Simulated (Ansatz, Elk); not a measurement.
# Na3MnAs2: X-ray structure factors from the self-consistent density, part 2 of 2

The structure of Na3MnAs2 used here is made up (a known structure type with other elements) and was relaxed beforehand with PBE. The aim is the Fourier transform of its all-electron density, F(hkl), set beside the sum over free spherical atoms that refinements use.

Elk 11.2.3 (patched build); all-electron DFT.

So far: The structure; Ground state and structure factors; The magnetisation density.

The structure was built from a prototype and need not be the compound's stable phase.

### Step 4. The highest occupied states alone

Level of this step: DFT, PBE, all-electron APW+lo, Dirac cores, scalar-relativistic bands, static density, ferromagnetic start (Elk).

An energy window below the Fermi level keeps the highest occupied states, to see at which angles they scatter; shallow core shells can lie inside it and anion s states outside. No new self-consistency is needed.

elk.in reads:

```
tasks
  195

xctype
  20

spinpol
  .true.

rgkmax
  7.0

gmaxvr
  14.0

lmaxo
  7

lmaxapw
  8

swidth
  0.002

tshift
  .false.

ramdisk
  .false.

hmaxvr
  5.5

maxscl
  120

epspot
  1e-06

reducebf
  0.8

wsfac
  -0.285070 0.382420

sppath
  './'

avec
  8.80287046713 -0.00000000000 -0.00000000000
  -0.00000000000 8.80287046713 0.00000000000
  -0.00000000000 0.00000000000 12.58932617361

atoms
  3
  'As.in'
  2
  0.5000000000 0.0000000000 0.7097786924   0.000000 0.000000 0.000000
  0.0000000000 0.5000000000 0.2902213076   0.000000 0.000000 0.000000
  'Mn.in'
  1
  0.0000000000 -0.0000000000 0.5000000000   0.000000 0.000000 -0.200000
  'Na.in'
  3
  0.5000000000 0.5000000000 0.5000000000   0.000000 0.000000 0.000000
  -0.0000000000 -0.0000000000 -0.0000000000   0.000000 0.000000 0.000000
  0.5000000000 0.5000000000 -0.0000000000   0.000000 0.000000 0.000000

ngridk
  4 4 3
```

Started as:

```
> OMP_NUM_THREADS=4 elk
```

Numbers of over 12 decimals in the logs are rounded to 6 here.

The log of the run:

```text
┌─────────────────────────────────┐
│ Elk code version 11.2.3 started │
└─────────────────────────────────┘

Info(readinput): the functional depends on the density's gradient
 muffin-tin radial points multiplied by    2.00000
 (not where nrmtscf is given)

┌────────────────────┐
│ Current task : 195 │
└────────────────────┘

Info(sfacrho): density structure factors written to SFACRHO.OUT

 Energy window :  -0.2850700000      0.3824200000

┌──────────────────┐
│ Elk code stopped │
└──────────────────┘
```

Elapsed: 20 s, on 4 threads of Arm Neoverse V1, shared host; peak memory 0.24 GiB.

States within 10 eV below the Fermi level hold 19.92 electrons; any levels below the window count with the cores, and a count that is not whole means the window cuts a band. Their amplitudes can exceed the total, where window and core parts have opposite phase:

| hkl | sin θ/λ (Å⁻¹) | abs F, window | abs F, all |
| --- | --- | --- | --- |
| 001 | 0.075 | 7.553 | 29.317 |
| 100 | 0.107 | 4.798 | 12.685 |
| 101 | 0.131 | 6.632 | 58.241 |
| 002 | 0.150 | 0.670 | 1.990 |
| 110 | 0.152 | 0.239 | 9.073 |
| 111 | 0.169 | 2.947 | 2.435 |
| 102 | 0.184 | 3.556 | 28.251 |
| 112 | 0.213 | 3.823 | 87.714 |
| 200 | 0.215 | 3.879 | 93.907 |
| 003 | 0.225 | 2.210 | 24.447 |

### Step 5. Another functional

The difference from free atoms is small, so it is set against the change that PBEsol makes.

Changes to elk.in since step 4:

```diff
@@ -1,6 +1,8 @@
 tasks
+  0
   195
+  196
 
 xctype
-  20
+  22
 
@@ -42,5 +44,2 @@
 
-wsfac
-  -0.285070 0.382420
-
 sppath
```

Started as:

```
> OMP_NUM_THREADS=4 elk
```

The log of the run:

```text
┌─────────────────────────┐
│ Elk code version 11.2.3 │
└─────────────────────────┘

All units are atomic (Hartree, Bohr, etc.)

┌─────────────────────────────────────────────────┐
│ Ground-state run starting from atomic densities │
└─────────────────────────────────────────────────┘

Lattice vectors :
   8.802870467      -0.000000000      -0.000000000
  -0.000000000       8.802870467       0.000000000
  -0.000000000       0.000000000       12.58932617

Reciprocal lattice vectors :
  0.7137655076       0.000000000       0.000000000
[...]
error                       :   0.3014064375E-03

Moments :
 interstitial                :   0.2438007985
 muffin-tins
  species : 1 (As)
[...]
species : 2 (Mn)
[...]
species : 3 (Na)
[...]
atom 2                    :   0.2594316051E-02
   atom 3                    :   0.6649351356E-02
 total in muffin-tins        :    3.756200195
 total moment                :    4.000000994

┌──────────────────────────────┐
│ Self-consistent loop stopped │
└──────────────────────────────┘

Warning : core states of species 1 leak from the muffin-tin :   0.1436148748E-03

Wrote STATE.OUT
[key lines of the parts left out:]
total energy                :     -6162.7356043556
```

Run time: 3.8 min. Hardware: 4 threads; peak memory 0.5 GiB; 13 min of CPU time.

Against the first run R = 0.04 %; the largest change is -0.035 at 400. The moment goes from 4.00 to 4.00 μB.

### Step 6. A coarser k-mesh

About half the k-points along each axis test the sampling.

Changes to elk.in since step 5:

```diff
@@ -6,3 +6,3 @@
 xctype
-  22
+  20
 
@@ -68,2 +68,2 @@
 ngridk
-  4 4 3
+  2 2 2
```

Started as:

```
> OMP_NUM_THREADS=4 elk
```

The log of the run:

```text
┌─────────────────────────┐
│ Elk code version 11.2.3 │
└─────────────────────────┘

All units are atomic (Hartree, Bohr, etc.)

┌─────────────────────────────────────────────────┐
│ Ground-state run starting from atomic densities │
└─────────────────────────────────────────────────┘

Lattice vectors :
   8.802870467      -0.000000000      -0.000000000
  -0.000000000       8.802870467       0.000000000
  -0.000000000       0.000000000       12.58932617

Reciprocal lattice vectors :
  0.7137655076       0.000000000       0.000000000
[...]
error                       :   0.3307201713E-03

Moments :
 interstitial                :   0.2424020576
 muffin-tins
  species : 1 (As)
[...]
species : 2 (Mn)
[...]
species : 3 (Na)
[...]
atom 2                    :   0.1346354152E-02
   atom 3                    :   0.5391498024E-02
 total in muffin-tins        :    3.757530963
 total moment                :    3.999933020

┌──────────────────────────────┐
│ Self-consistent loop stopped │
└──────────────────────────────┘

Warning : core states of species 1 leak from the muffin-tin :   0.1421394413E-03

Wrote STATE.OUT
[key lines of the parts left out:]
total energy                :     -6168.1749413629
```

Elapsed: 2.4 min, on 4 threads; peak memory 0.51 GiB; 6.1 min of CPU time.

Against the first run R = 0.02 %; the largest change is -0.052 at 002. The moment goes from 4.00 to 4.00 μB.

### Step 7. Settings against the effect

| run | R against the first run (%) | R against neutral atoms, low angle (%) | wall time |
| --- | --- | --- | --- |
| PBE, rgkmax 7 | 0.00 | 0.57 | 3.9 min |
| PBEsol | 0.04 | 0.57 | 3.8 min |
| k-mesh 2×2×2 | 0.02 | 0.60 | 2.4 min |

### Step 8. Summary of results

```
R against neutral atoms, sin θ/λ < 0.3 Å⁻¹ : 0.57 %
R against neutral atoms, 0.3 to 0.68 Å⁻¹   : 0.21 %
```

**Reading.** Independent neutral atoms miss the calculated amplitudes by R = 0.57 % below 0.3 Å⁻¹ and 0.21 % from there to 0.68 Å⁻¹; by shells, 0.82 % below 0.15 Å⁻¹ (3 forms), 0.53 % 0.15 to 0.3 (14 forms), 0.27 % 0.3 to 0.45 (34 forms), 0.18 % above 0.45 (98 forms). Bonding, aspherical density and the tables' own atoms all enter these figures, and the runs don't part them. The largest change of an amplitude is +0.52 electrons, at 101. R counts amplitudes alone; phases shift too. Weak lines can change much in proportion: 002 goes from 1.70 to 1.99. The magnetic order is that of the start. No other order was tried here, and an antiferromagnetic one would change or move the magnetic intensity. The window's part falls from 19.9 electrons at the origin to at most 1.01 between 0.45 and 0.68 Å⁻¹, where compact states inside the window still scatter. Below 0.3 Å⁻¹ the changes that finished (PBEsol and k-mesh 2×2×2) move F by R = 0.04 % at most, against the 0.57 % that separates it from free atoms. The magnetic factors move by R = 0.3 % (PBEsol) and 1.5 % (k-mesh 2×2×2). The basis has no finished test. Part of the difference isn't bonding: the tables are fits to free atoms and ions calculated by other methods than this functional. Thermal motion, anomalous dispersion and extinction are left out.

[Logs are printed without paths, hosts, clocks, repeated set-up lines and the standing remarks that a program may print on its own settings, such as how far it seeks lower states.]

[Hosts, paths, dates, database ids (printed as entryN), source tags and the programs' standing remarks are cut or masked in the printed files.]
